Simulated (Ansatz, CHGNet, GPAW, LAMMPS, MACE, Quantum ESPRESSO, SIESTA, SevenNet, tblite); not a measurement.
**Liquid ethanol at 300 K (108 atoms) in SIESTA**

How do the settings of SIESTA change the result for liquid ethanol at 300 K (108 atoms)? A plane-wave run serves as the yardstick.

Calculated with SIESTA 5.4.2; the method is named at each step.

## 1. The system as given

The cell holds 108 atoms: 24 C, 12 O and 72 H. Its edges and angles: a = 10.513 Å, b = 10.513 Å, c = 10.513 Å, α = 90.0°, β = 90.0°, γ = 90.0°. 12 ethanol placed at random, at 0.79 g/cm³; overlaps pushed apart, then 10 ps at 450 K with MMFF94 bonds, angles, torsions, charges and radii (Halgren, J. Comput. Chem. 17, 490 (1996)) in harmonic and 12-6 forms. Snapshot after 20 ps at 300 K and fixed volume.

The yardstick, on the same geometry:

```
method                                           : Kohn-Sham DFT, PBE, SSSP efficiency 1.3.0 pseudopotentials, plane waves (Quantum ESPRESSO 7.5); sssp-pbe-1.3.0-efficiency, cutoffs 60/480 Ry, Γ point
r.m.s. force component                           : 0.8119 eV/Å
longest force                                    : 3.692 eV/Å
pressure                                         : 2.444 GPa
gap (highest filled to lowest empty level) : 4.51 eV
time                                             : 1.7 min on 2 MPI ranks of Arm Neoverse V2, shared host
CPU time                                         : 3.4 min
```

## 2. PBE, DZP, shift 0.01 Ry, mesh 500 Ry

Method: Kohn-Sham DFT, PBE, PseudoDojo 0.4.1 norm-conserving pseudopotentials (converted to PSML), numerical atomic orbitals (DZP), diagonalisation.

The .psml files are PseudoDojo norm-conserving potentials that we converted to this format, checked against plane waves on the same files for H, C, O, Si, Ge and Ca alone.

Input file input.fdf:

```
SystemLabel cell
NumberOfAtoms 108
NumberOfSpecies 3
%block ChemicalSpeciesLabel
  1 6 C
  2 8 O
  3 1 H
%endblock ChemicalSpeciesLabel
LatticeConstant 1.0 Ang
%block LatticeVectors
  10.51326 0.00000 0.00000
  0.00000 10.51326 0.00000
  0.00000 0.00000 10.51326
%endblock LatticeVectors
PAO.BasisSize DZP
PAO.EnergyShift 0.01 Ry
XC.Functional GGA
XC.Authors PBE
MeshCutoff 500 Ry
%block kgrid_Monkhorst_Pack
  1 0 0 0.0
  0 1 0 0.0
  0 0 1 0.0
%endblock kgrid_Monkhorst_Pack
SolutionMethod diagon
OccupationFunction FD
ElectronicTemperature 580 K
SCF.Mixer.Method Pulay
SCF.Mixer.Weight 0.15
SCF.Mixer.History 8
SCF.Mix Hamiltonian
MaxSCFIterations 300
SCF.DM.Tolerance 1e-04
SCF.H.Tolerance 1.0e-3 eV
WriteForces T
Write.HirshfeldPop T
Write.VoronoiPop T
Write.DM F
Write.H F
XML.Write F
AtomicCoordinatesFormat Fractional
%block AtomicCoordinatesAndAtomicSpecies
  0.27544 0.29160 0.05408 1
  0.30346 0.34257 0.92728 1
  0.34876 0.47094 0.93940 2
  0.35584 0.29179 0.12396 3
  0.23112 0.19077 0.04516 3
  0.20330 0.35362 0.08011 3
  0.21840 0.35610 0.88054 3
  0.36296 0.28283 0.85930 3
  0.29639 0.50838 0.00616 3
  0.95974 0.61083 0.83184 1
  0.89950 0.49526 0.77299 1
  0.87842 0.40512 0.86707 2
  0.04852 0.58389 0.88092 3
  0.90200 0.64999 0.91019 3
  0.97609 0.68772 0.76326 3
  0.96138 0.45391 0.69928 3
  0.81093 0.50922 0.73202 3
  0.91862 0.32547 0.83783 3
  0.25073 0.82965 0.06459 1
  0.17158 0.72693 0.13513 1
  0.22988 0.60556 0.12086 2
  0.26523 0.81136 0.96450 3
  0.34509 0.84148 0.10176 3
  0.20151 0.92172 0.05954 3
  0.08234 0.72278 0.09012 3
  0.15378 0.75135 0.23072 3
  0.21644 0.57106 0.20724 3
  0.74075 0.04733 0.21114 1
  0.77603 0.17763 0.17894 1
  0.67801 0.27111 0.20044 2
  0.68730 0.04426 0.29772 3
  0.82287 0.98161 0.22266 3
  0.67865 0.00354 0.14133 3
  0.81435 0.18937 0.08480 3
  0.85979 0.20469 0.23183 3
  0.69069 0.34508 0.14602 3
  0.31759 0.71205 0.67340 1
  0.31356 0.58611 0.60291 1
  0.19033 0.54016 0.61931 2
  0.40906 0.75326 0.67794 3
  0.28070 0.70478 0.77016 3
  0.25460 0.78226 0.62611 3
  0.37174 0.51363 0.64068 3
  0.31588 0.59387 0.50308 3
  0.19093 0.49325 0.70343 3
  0.44721 0.03179 0.36143 1
  0.30985 0.02793 0.40291 1
  0.22120 0.02293 0.30201 2
  0.48343 0.94138 0.32857 3
  0.51582 0.07216 0.43434 3
  0.46243 0.09530 0.27903 3
  0.29246 0.11366 0.46587 3
  0.28620 0.95226 0.47378 3
  0.24918 0.95757 0.24014 3
  0.04549 0.32913 0.43723 1
  0.03045 0.43998 0.34630 1
[... 48 atom lines left out ...]
  0.50602 0.68195 0.01251 3
  0.60969 0.46130 0.91378 3
  0.55194 0.46735 0.06902 3
  0.79883 0.46732 0.99388 3
%endblock AtomicCoordinatesAndAtomicSpecies
```

Started as:

```
> OMP_NUM_THREADS=1 mpirun -np 2 siesta < input.fdf > output.txt
```

What it wrote:

```text
Version         : 5.4.2
reinit: System Name:
reinit: System Label: cell
initatom: Reading input for the pseudopotentials and atomic orbitals ----------
Species number:   1 Atomic number:    6 Label: C
Species number:   2 Atomic number:    8 Label: O
Species number:   3 Atomic number:    1 Label: H
Ground state valence configuration (from tables):   2s02  2p02  3d00  4f00
Ground state valence configuration (from tables):   2s02  2p04  3d00  4f00
Ground state valence configuration (from tables):   1s01  2p00  3d00  4f00
---- Processing specs for species: C
GGA--PBE XC_GGA_X_PBE--XC_GGA_C_PBE pb
---- Processing specs for species: O
GGA--PBE XC_GGA_X_PBE--XC_GGA_C_PBE pb
---- Processing specs for species: H
GGA--PBE XC_GGA_X_PBE--XC_GGA_C_PBE pb
C pseudopotential only contains V_ls up to l=1 -- lmxkb reset.
O pseudopotential only contains V_ls up to l=2 -- lmxkb reset.
H pseudopotential only contains V_ls up to l=1 -- lmxkb reset.
Using PAO.SplitTailNorm
%block ChemicalSpeciesLabel
    1    6 C                       # Species index, atomic number, species label
    2    8 O                       # Species index, atomic number, species label
    3    1 H                       # Species index, atomic number, species label
%endblock ChemicalSpeciesLabel
%block PAO.Basis                 # Define Basis set
C                     2                    # Species label, number of l-shells
 n=2   0   2                         # n, l, Nzeta
   4.484      3.048
   1.000      1.000
 n=2   1   2 P   1                   # n, l, Nzeta, Polarization, NzetaPol
   5.436      3.692
   1.000      1.000
O                     2                    # Species label, number of l-shells
 n=2   0   2                         # n, l, Nzeta
   3.532      2.299
   1.000      1.000
 n=2   1   2 P   1                   # n, l, Nzeta, Polarization, NzetaPol
   4.300      2.782
   1.000      1.000
H                     1                    # Species label, number of l-shells
 n=1   0   2 P   1                   # n, l, Nzeta, Polarization, NzetaPol
   5.233      3.529
   1.000      1.000
%endblock PAO.Basis
coor:   Atomic-coordinates input format  =     Fractional
siesta: System type = bulk
initatomlists: Number of atoms, orbitals, and projectors:    108   828   708
siesta: ******************** Simulation parameters ****************************
Total number of electrons:   240.000000
Total ionic charge:   240.000000
 Kpoints in:            1 . Kpoints trimmed:            1
siesta: k-grid: Number of k-points = 1
siesta: k-points from Monkhorst-Pack grid
siesta: k-cutoff (effective) =     5.257 Ang
siesta: k-point supercell and displacements
siesta: k-grid:     1     0     0      0.000
siesta: k-grid:     0     1     0      0.000
siesta: k-grid:     0     0     1      0.000
                     ====================================
                        Single-point calculation
                     ====================================
outcell: Unit cell vectors (Ang):
       10.513260    0.000000    0.000000
        0.000000   10.513260    0.000000
        0.000000    0.000000   10.513260
outcell: Cell vector modules (Ang)   :   10.513260   10.513260   10.513260
outcell: Cell angles (23,13,12) (deg):     90.0000     90.0000     90.0000
outcell: Cell volume (Ang**3)        :   1162.0163
Gamma-point calculation with multiply-connected orbital pairs
Gamma-point calculation with multiply-connected orbital pairs
Folding of H and S implicitly performed
Folding of H and S implicitly performed
new_DM -- step:     1
Initializing Density Matrix...
Attempting to read DM from file... Failed...
DM filled with atomic data:
InitMesh: MESH = 144 x 144 x 144 = 2985984
InitMesh: Mesh cutoff (required, used) =   500.000   518.504 Ry
stepf: Fermi-Dirac step function
        iscf     Eharris(eV)        E_KS(eV)     FreeEng(eV)     dDmax    Ef(eV) dHmax(eV)
   scf:    1   -10514.612440   -10453.130327   -10453.130327  1.956415 -4.962649  6.841216
   scf:    2   -10470.024035   -10462.088196   -10462.088196  0.058572 -4.692994  4.702843
   scf:    3   -10471.780397   -10469.407823   -10469.407823  0.125047 -4.100962  0.859523
   scf:    4   -10470.000372   -10469.818348   -10469.818348  0.016009 -4.069475  0.527339
   scf:    5   -10469.847220   -10469.837859   -10469.837859  0.007523 -4.035628  0.246238
   scf:    6   -10469.859410   -10469.850553   -10469.850553  0.004863 -4.014163  0.051909
   scf:    7   -10469.853086   -10469.851997   -10469.851997  0.002280 -3.998729  0.023299
   scf:    8   -10469.852198   -10469.852155   -10469.852155  0.000470 -4.000954  0.010774
   scf:    9   -10469.852202   -10469.852186   -10469.852186  0.000388 -3.997886  0.002606
   scf:   10   -10469.852190   -10469.852189   -10469.852189  0.000147 -3.997274  0.000656
   scf:   11   -10469.852189   -10469.852189   -10469.852189  0.000057 -3.997232  0.000488
SCF Convergence by DM+H criterion
max |DM_out - DM_in|         :     0.0000568016
max |H_out - H_in|      (eV) :     0.0004882140
SCF cycle converged after 11 iterations
Using DM_out to compute the final energy and forces
siesta: E_KS(eV) =           -10469.8522
siesta: E_KS - E_eggbox =    -10469.8522
siesta: Atomic forces (eV/Ang):
     1    0.974857   -3.796475    0.171714
     2    3.036916    0.544522   -0.676654
     3    1.238834   -0.397300   -0.992126
     4   -0.065244   -0.039109   -0.201259
     5    0.602589    1.068106    0.427426
     6   -2.371827    1.633011    1.828808
[...]
106    0.140166    0.769374    0.119634
   107   -0.892293   -0.327869    0.539775
   108    0.898771   -0.574622   -0.366603
----------------------------------------
   Tot   -0.003864   -0.000558    0.010101
----------------------------------------
   Max    3.796475
   Res    0.954531    sqrt( Sum f_i^2 / 3N )
----------------------------------------
   Max    3.796475    constrained
Stress tensor Voigt[x,y,z,yz,xz,xy] (kbar):      -51.27      -41.87      -38.67       10.44        2.56       -3.73
(Free)E + p*V (eV/cell)   -10437.9857
Target enthalpy (eV/cell)   -10469.8522
siesta: Program's energy decomposition (eV):
siesta: Ebs     =     -3174.598979
siesta: Eions   =     16868.258497
siesta: Ena     =      3854.087017
siesta: Ekin    =      7437.639022
siesta: Enl     =     -1173.061244
siesta: DEna    =      -280.534049
siesta: DUscf   =        30.781166
siesta: Ex      =     -3211.464418
siesta: Ec      =      -259.041186
siesta: Exc     =     -3470.505604
siesta: Eharris =    -10469.852189
siesta: Etot    =    -10469.852189
siesta: FreeEng =    -10469.852189
siesta: Final energy (eV):
siesta:  Band Struct. =   -3174.598979
siesta:       Kinetic =    7437.639022
siesta:       Hartree =    6936.420994
siesta:         Exch. =   -3211.464418
siesta:         Corr. =    -259.041186
siesta:   Exch.-corr. =   -3470.505604
siesta:  Ion-electron =  -20517.959434
siesta:       Ion-ion =    -855.447167
siesta:         Total =  -10469.852189
siesta:         Fermi =      -3.997232
siesta: Stress tensor (static) (eV/Ang**3):
siesta:    -0.032002   -0.002329    0.001601
siesta:    -0.002329   -0.026132    0.006515
siesta:     0.001601    0.006515   -0.024136
siesta: Cell volume =       1162.016286 Ang**3
siesta: Pressure (static):
siesta:                Solid            Molecule  Units
siesta:           0.00029868          0.00034138  Ry/Bohr**3
siesta:           0.02742345          0.03134391  eV/Ang**3
siesta:          43.93721303         50.21847286  kBar
    Orbital volume contribution        =          29.751868 eV
    (Free)E + p_basis*V_orbitals       =      -10440.100321 eV
    (Free)Eharris+ p_basis*V_orbitals  =      -10440.100321 eV
Hirshfeld Atomic Populations:
Atom #   charge [q] valence [e]  Species
     1    -0.081544    4.081544  C
     2     0.014522    3.985478  C
     3    -0.175831    6.175831  O
     4     0.033861    0.966139  H
     5     0.025033    0.974967  H
     6     0.022565    0.977435  H
     7     0.004534    0.995466  H
     8     0.019563    0.980437  H
     9     0.066091    0.933909  H
    10    -0.084993    4.084993  C
    11     0.020316    3.979684  C
    12    -0.116194    6.116194  O
[...]
19    -0.080354    4.080354  C
    20     0.022987    3.977013  C
    21    -0.125819    6.125819  O
[...]
30    -0.146219    6.146219  O
[...]
39    -0.125949    6.125949  O
[...]
48    -0.174773    6.174773  O
[...]
84    -0.132812    6.132812  O
[...]
92     0.027889    3.972111  C
    93    -0.125840    6.125840  O
[...]
100    -0.082495    4.082495  C
   101     0.025336    3.974664  C
   102    -0.143386    6.143386  O
[...]
106     0.018761    0.981239  H
   107     0.004145    0.995855  H
   108     0.068162    0.931838  H
--------------------
 Total    -0.000001
```

The job ended after 74 s (2 MPI ranks of Arm Neoverse V2, shared host; peak memory 1.5 GiB).

Banners and routine set-up lines are dropped from the logs; longer cuts are marked.

Compared with the plane-wave run:

- r.m.s. force component: 0.9545 eV/Å
- r.m.s. difference of force components: 334.8 meV/Å
- longest difference of force vectors: 903.3 meV/Å
- force difference over r.m.s. force: 41.24 %
- slope of forces against the reference's: 1.106
- correlation of force components: 0.9408
- gap (highest filled to lowest empty level): 4.861 eV
- gap difference: 0.3507 eV
- pressure: 4.394 GPa
- pressure difference: 1.95 GPa

This run lies far from the reference at the same functional.

Length of the force difference by element (eV/Å):

```csv
element,atoms,mean,most
C,24,0.50,0.88
H,72,0.61,0.90
O,12,0.35,0.38
```

Levels nearest the highest filled one (eV from it): -0.93, -0.89, -0.81, -0.77, -0.70, -0.66, -0.51, -0.34, -0.27, -0.25, -0.04, 0.00, 4.86, 5.52, 5.70, 5.97, 6.07, 6.17, 6.22, 6.45, 6.63, 6.65, 6.72, 6.82.

Local excerpt of 9 atoms (numbers count through the whole input) about C37, picked at random; x, y, z are measured from there.

| atom | x | y | z | distance (Å) | bonds | Hirshfeld charge (e) | Fx | Fy | Fz (eV/Å) |
| --- | --- | --- | --- | --- | --- | --- | --- | --- | --- |
| C37 | 0.00 | 0.00 | 0.00 | 0.00 | 4 | -0.09 | -0.87 | 0.02 | -0.72 |
| H40 | 0.96 | 0.43 | 0.05 | 1.06 | 1 | 0.03 | 2.29 | 0.98 | 0.02 |
| H41 | -0.39 | -0.08 | 1.02 | 1.09 | 1 | 0.02 | -0.14 | -0.51 | 0.83 |
| H42 | -0.66 | 0.74 | -0.50 | 1.11 | 1 | 0.02 | -0.19 | 0.11 | -0.30 |
| C38 | -0.04 | -1.32 | -0.74 | 1.52 | 4 | 0.03 | -1.17 | 1.69 | 1.69 |
| H44 | -0.02 | -1.24 | -1.79 | 2.18 | 1 | 0.03 | 1.22 | 0.48 | -2.42 |
| H43 | 0.57 | -2.09 | -0.34 | 2.19 | 1 | 0.03 | 2.26 | -1.23 | 0.57 |
| O39 | -1.34 | -1.81 | -0.57 | 2.32 | 2 | -0.13 | -2.61 | -2.04 | 1.50 |
| H45 | -1.33 | -2.30 | 0.32 | 2.68 | 1 | 0.13 | -0.35 | 0.77 | -1.19 |

Forces lie 41 % from the reference's, at 0.72 times its CPU time.

## 3. PBE, DZ, shift 0.01 Ry, mesh 500 Ry

Method: Kohn-Sham DFT, PBE, PseudoDojo 0.4.1 norm-conserving pseudopotentials (converted to PSML), numerical atomic orbitals (DZ), diagonalisation.

Edit input.fdf of step 2 so:

```diff
@@ -14,3 +14,3 @@
 %endblock LatticeVectors
-PAO.BasisSize DZP
+PAO.BasisSize DZ
 PAO.EnergyShift 0.01 Ry
```

What it wrote:

```text
Version         : 5.4.2
reinit: System Name:
reinit: System Label: cell
initatom: Reading input for the pseudopotentials and atomic orbitals ----------
Species number:   1 Atomic number:    6 Label: C
Species number:   2 Atomic number:    8 Label: O
Species number:   3 Atomic number:    1 Label: H
Ground state valence configuration (from tables):   2s02  2p02  3d00  4f00
Ground state valence configuration (from tables):   2s02  2p04  3d00  4f00
Ground state valence configuration (from tables):   1s01  2p00  3d00  4f00
---- Processing specs for species: C
GGA--PBE XC_GGA_X_PBE--XC_GGA_C_PBE pb
---- Processing specs for species: O
GGA--PBE XC_GGA_X_PBE--XC_GGA_C_PBE pb
---- Processing specs for species: H
GGA--PBE XC_GGA_X_PBE--XC_GGA_C_PBE pb
[... lines left out ...]
Total number of electrons:   240.000000
[... lines left out ...]
stepf: Fermi-Dirac step function
        iscf     Eharris(eV)        E_KS(eV)     FreeEng(eV)     dDmax    Ef(eV) dHmax(eV)
[... lines left out ...]
SCF Convergence by DM+H criterion
[... lines left out ...]
SCF cycle converged after 11 iterations
[... lines left out ...]
   Max    3.882609
[... lines left out ...]
   Max    3.882609    constrained
Stress tensor Voigt[x,y,z,yz,xz,xy] (kbar):      -57.88      -50.02      -39.61       11.33        2.71       -1.58
[... lines left out ...]
siesta: Ec      =      -258.360562
siesta: Exc     =     -3471.729083
siesta: Eharris =    -10449.758826
siesta: Etot    =    -10449.758826
siesta: FreeEng =    -10449.758826
siesta: Final energy (eV):
siesta:  Band Struct. =   -3176.941245
siesta:       Kinetic =    7512.351759
siesta:       Hartree =    6913.181992
siesta:         Exch. =   -3213.368521
siesta:         Corr. =    -258.360562
siesta:   Exch.-corr. =   -3471.729083
siesta:  Ion-electron =  -20548.116328
siesta:       Ion-ion =    -855.447167
siesta:         Total =  -10449.758826
siesta:         Fermi =      -3.257892
siesta: Stress tensor (static) (eV/Ang**3):
siesta:    -0.036123   -0.000985    0.001689
siesta:    -0.000985   -0.031218    0.007069
siesta:     0.001689    0.007069   -0.024725
siesta: Cell volume =       1162.016286 Ang**3
siesta: Pressure (static):
siesta:                Solid            Molecule  Units
siesta:           0.00033424          0.00034644  Ry/Bohr**3
siesta:           0.03068880          0.03180832  eV/Ang**3
siesta:          49.16887058         50.96254695  kBar
    Orbital volume contribution        =          18.033078 eV
    (Free)E + p_basis*V_orbitals       =      -10431.725748 eV
    (Free)Eharris+ p_basis*V_orbitals  =      -10431.725748 eV
Hirshfeld Atomic Populations:
Atom #   charge [q] valence [e]  Species
     1    -0.068225    4.068225  C
     2     0.028568    3.971432  C
     3    -0.210264    6.210264  O
     4     0.029866    0.970134  H
     5     0.023532    0.976468  H
     6     0.020571    0.979429  H
[...]
10    -0.070170    4.070170  C
[...]
12    -0.141180    6.141180  O
[...]
21    -0.149508    6.149508  O
[...]
93    -0.149931    6.149931  O
[...]
100    -0.067682    4.067682  C
   101     0.039175    3.960825  C
   102    -0.170131    6.170131  O
[...]
107     0.004096    0.995904  H
   108     0.077793    0.922207  H
--------------------
 Total     0.000002
```

The job ended after 35 s (2 MPI ranks; peak memory 0.99 GiB).

Against the reference:

- r.m.s. force component: 1.033 eV/Å
- r.m.s. difference of force components: 463 meV/Å
- longest difference of force vectors: 1574 meV/Å
- force difference over r.m.s. force: 57.03 %
- slope of forces against the reference's: 1.147
- correlation of force components: 0.9015
- gap (highest filled to lowest empty level): 4.925 eV
- gap difference: 0.4148 eV
- pressure: 4.917 GPa
- pressure difference: 2.473 GPa

This is a coarse setting, run to see what it loses.

Against the first run (41 %), the force difference from the reference is 57 %, at 0.47 times the CPU time, with 432 basis functions against 828: the smaller basis costs accuracy.

(Continued in part 2 of 2.)

[Long decimals in the printed logs are rounded to 6 places.]

[Also dropped from logs without a mark: lines with file paths, logging warnings of Python, QE's lines on negative density and diagonalisation, SIESTA's first energy breakdown, zero terms and Voronoi charges.]

[Logs are printed without paths, hosts, clocks, repeated set-up lines and the standing remarks that a program may print on its own settings, such as how far it seeks lower states.]

[Hosts, paths, dates, database ids (printed as entryN), source tags and the programs' standing remarks are cut or masked in the printed files.]

[Most failed runs of this program on this cell are left out, timed-out ones always.]

[The MMFF94 radii named for the starting cell were scaled by 0.96; in molecules described by MMFF94, hydrogen bound to N, O or S took a small fixed 12-6 site in their place.]
